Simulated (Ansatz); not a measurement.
**Si3N4 (P6_3/m): how G0W0 depends on its starting point**

Aim: G0W0 for Si3N4 (P6_3/m) on several starting functionals, at one mesh, band count and screening cutoff.

Calculated with Ansatz 0.2.0; G0W0 on several functionals, plane waves, PAW.

Most raw output is cut from this account.

In doubt: masses and optical values from hybrid runs of this build are listed as unsure (step 4), which bears on the screening that GW takes from such a start.

### 1. Starting point

The structure is hexagonal, space group P6_3/m (No. 176). Conventional cell: a = 7.604 Å, b = 7.604 Å, c = 2.906 Å, α = 90.00°, β = 90.00°, γ = 120.00°. Si has 4 N at 1.73 to 1.74 Å nearest. Nearest to N lie 3 Si at 1.74 Å. N has 3 Si at 1.73 Å nearest. Farther neighbours and most contacts between anions are not listed.

Structure file:

```
Si N
1.0
     7.60440    0.00000    0.00000
    -3.80220    6.58560    0.00000
     0.00000    0.00000    2.90630
Si N
6 8
Direct
  0.76848 0.17456 0.25000
  0.59392 0.76848 0.75000
  0.82544 0.59392 0.25000
  0.23152 0.82544 0.75000
  0.40608 0.23152 0.25000
  0.17456 0.40608 0.75000
  0.03050 0.33024 0.25000
  0.70026 0.03050 0.75000
  0.66976 0.70026 0.25000
  0.96950 0.66976 0.75000
  0.29974 0.96950 0.25000
  0.33024 0.29974 0.75000
  0.66667 0.33333 0.25000
  0.33333 0.66667 0.75000
```

The cell and positions come from the Crystallography Open Database and are kept as given unless a step says otherwise.

### 2. G0W0 on PBEsol

G0W0 replaces the xc potential by the self-energy, built once from these orbitals. Only a window of levels is corrected, while the sums run over the empty bands that the input names. This step takes PAW set soft_1 files.

This step: G0W0 on PBEsol, plane waves, PAW; PAW set soft_1.

input.yaml reads:

```yaml
crystal:
  lattice:
    - [7.6044, 0.0, 0.0]
    - [-3.8022, 6.5856035805, 0.0]
    - [0.0, 0.0, 2.9063]
  atoms:
    - { symbol: Si, position: [0.768477, 0.174557, 0.25] }
    - { symbol: Si, position: [0.59392, 0.768477, 0.75] }
    - { symbol: Si, position: [0.825443, 0.59392, 0.25] }
    - { symbol: Si, position: [0.231523, 0.825443, 0.75] }
    - { symbol: Si, position: [0.40608, 0.231523, 0.25] }
    - { symbol: Si, position: [0.174557, 0.40608, 0.75] }
    - { symbol: "N", position: [0.0305, 0.33024, 0.25] }
    - { symbol: "N", position: [0.70026, 0.0305, 0.75] }
    - { symbol: "N", position: [0.66976, 0.70026, 0.25] }
    - { symbol: "N", position: [0.9695, 0.66976, 0.75] }
    - { symbol: "N", position: [0.29974, 0.9695, 0.25] }
    - { symbol: "N", position: [0.33024, 0.29974, 0.75] }
    - { symbol: "N", position: [0.6666666667, 0.3333333333, 0.25] }
    - { symbol: "N", position: [0.3333333333, 0.6666666667, 0.75] }
kpoints:
  mp_grid: { grid: [3, 3, 6] }
hamiltonian:
  xc: pbesol
  pseudopotentials: { kind: paw, azcp: { folder: soft_1 }, xc_functional: pbe }
scf:
  occupations: { method: fixed }
gw:
  n_empty_bands: 370
  ecut_chi: 108
  qp_bands: [v4, c4]
  qp_kpoints: band_edges
  screening: { model: contour_deformation }
```

Command:

```console
ansatz run input.yaml --threads 2 --pin off --max-ram 73728MiB --backend cuda --events-out ev --progress --plain --runs-dir out --devices 1 --max-vram 13GiB
```

Wall time 39 s (1 × NVIDIA H100 80GB HBM3 (shared by 6 runs) with 2 threads of AMD EPYC 7R13 (Zen 3), shared host); peak memory 1.6 GiB; 54 s of CPU time.

Numbers from this step:

```yaml
bands_summed: 402
rpa_eps_infinity_on_this_mesh_eigenvalues: 4.089, 4.089, 4.188
plane_waves_in_the_screening_matrix: 377
q_points_in_the_mesh: 54
g0w0_gap_on_the_mesh: 5.934 eV
k_of_the_valence_top: 0, 0, 0.1667
k_of_the_conduction_bottom: 0, 0, 0
starting_gap_on_the_mesh: 4.187 eV
z_at_the_valence_top: 0.7925
z_at_the_conduction_bottom: 0.8340
least_direct_g0w0_gap_on_the_computed_points: 6.172 eV
```

The gap on the mesh goes from 4.19 eV to 5.93 eV, a correction of +1.75 eV. Between the two edge states, bare exchange in place of the xc potential would open the gap by 9.41 eV, and correlation takes back 7.67 eV.

### 3. G0W0 on PBE

The same correction from a different start measures what one shot leaves open.

This step: G0W0 on PBE, plane waves, PAW; PAW set soft_1.

Changes to input.yaml since step 2:

```diff
@@ -23,4 +23,4 @@
 hamiltonian:
-  xc: pbesol
-  pseudopotentials: { kind: paw, azcp: { folder: soft_1 }, xc_functional: pbe }
+  xc: pbe
+  pseudopotentials: { kind: paw, azcp: { folder: soft_1 } }
 scf:
```

The job ended after 38 s (1 × NVIDIA H100 80GB HBM3 (shared by 6 runs) with 2 threads; peak memory 1.5 GiB).

Numbers from this step:

```yaml
bands_summed: 402
rpa_eps_infinity_on_this_mesh_eigenvalues: 4.001, 4.001, 4.097
plane_waves_in_the_screening_matrix: 377
q_points_in_the_mesh: 54
g0w0_gap_on_the_mesh: 5.921 eV
k_of_the_valence_top: 0, 0, 0.1667
k_of_the_conduction_bottom: 0, 0, 0
starting_gap_on_the_mesh: 4.324 eV
z_at_the_valence_top: 0.7937
z_at_the_conduction_bottom: 0.8352
least_direct_g0w0_gap_on_the_computed_points: 6.165 eV
```

Against the run with 3×3×6 mesh, 370 empty bands, screening to 108 eV, PAW set soft_1 files on PBEsol, the gap moves by −0.013 eV, while the start moved by +0.14 eV.

### 4. G0W0 on HSE06

This step: G0W0 on HSE06, plane waves, PAW; PAW set soft_1.

Changes to input.yaml since step 3:

```diff
@@ -23,3 +23,3 @@
 hamiltonian:
-  xc: pbe
+  xc: hse06
   pseudopotentials: { kind: paw, azcp: { folder: soft_1 } }
```

Elapsed: 83 s, on 1 × NVIDIA H100 80GB HBM3 (shared by 6 runs) with 2 threads; peak memory 2.1 GiB.

This step gave:

| Quantity | Value |
| --- | --- |
| bands summed | 402 |
| RPA ε∞ on this mesh (eigenvalues) | 3.425, 3.425, 3.506 |
| plane waves in the screening matrix | 377 |
| G0W0 gap on the mesh | 6.540 eV |
| k of the valence top | 0, 0, 0.1667 |
| k of the conduction bottom | 0, 0, 0 |
| starting gap on the mesh | 5.764 eV |
| least direct G0W0 gap on the computed points | 6.779 eV |

Against the run with 3×3×6 mesh, 370 empty bands, screening to 108 eV, PAW set soft_1 files on PBE, the gap moves by +0.62 eV, while the start moved by +1.44 eV.

### 5. Side by side

All on the 3×3×6 mesh with 370 empty bands and screening to 108 eV. Times are wall times on 1 × NVIDIA H100 80GB HBM3 (shared by 6 runs) with 2 threads of AMD EPYC 7R13 (Zen 3), shared host, good to a factor of about two.

```csv
start,starting gap (eV),shift (eV),G0W0 gap (eV),RPA ε∞ (harmonic mean),"Z (valence, conduction)",time
PBEsol,4.19,+1.75,5.93,4.12,"0.79, 0.83",39 s
PBE,4.32,+1.60,5.92,4.03,"0.79, 0.84",38 s
HSE06,5.76,+0.78,6.54,3.45,"0.82, 0.86",83 s
```

The parts of the quasiparticle energy at the two band edges (eV; QP = start + Σx + Σc − Vxc):

```
   run               edge  start      Σx     Σc     Vxc     Z     QP
PBEsol        valence top   8.21  -21.86   3.25  -17.87  0.79   7.47
PBEsol  conduction bottom  12.39   -7.25  -4.41  -12.67  0.83  13.41
   PBE        valence top   8.30  -21.96   3.28  -17.96  0.79   7.58
   PBE  conduction bottom  12.62   -7.24  -4.37  -12.49  0.84  13.50
 HSE06        valence top   7.38  -21.98   3.00  -18.83  0.82   7.22
 HSE06  conduction bottom  13.14   -7.02  -4.13  -11.78  0.86  13.77
```

For a hybrid start, Vxc holds its share of exact exchange.

### 6. Summary of results

```json
{
  "G0W0@PBEsol": "5.93 eV (start 4.19 eV)",
  "G0W0@PBE": "5.92 eV (start 4.32 eV)",
  "G0W0@HSE06": "6.54 eV (start 5.76 eV)",
  "known limits": "not at the basis limit"
}
```

**Reading.** The starting gaps span 1.58 eV and the G0W0 gaps 0.62 eV. Between PBEsol and HSE06, 0.61 eV of the 1.58 eV survives, 38 %. The order is not kept throughout: PBE starts 0.14 eV above PBEsol and ends 0.01 eV below it, so orbitals matter beside the gap. HSE06 screens less than PBEsol (ε∞ 3.45 against 4.12). Of the 0.61 eV by which its G0W0 gap is higher, the correlation part gives +0.54 eV, and exchange with the one-particle terms, which follow the orbitals, +0.07 eV. The smallest correction, +0.78 eV, is on HSE06, the start nearest to reproducing itself. Bands and cutoff are finite, so the gap is not at the basis limit. The miss can reach some tenths of an eV and take either sign; the mesh is an error of its own.

[Paths, hosts, dates, memory and timing lines, banners, echoed tables and standing remarks are left out of the program output.]

[Logs are printed without paths, hosts, clocks, repeated set-up lines and the standing remarks that a program may print on its own settings, such as how far it seeks lower states.]

[Runs of the session that timed out or met a known fault of the program may be left out.]

[Cells called generated may have been cut or substituted from an entry of the Crystallography Open Database or the Materials Project.]

[Hosts, paths, dates, database ids (printed as entryN), source tags and the programs' standing remarks are cut or masked in the printed files.]
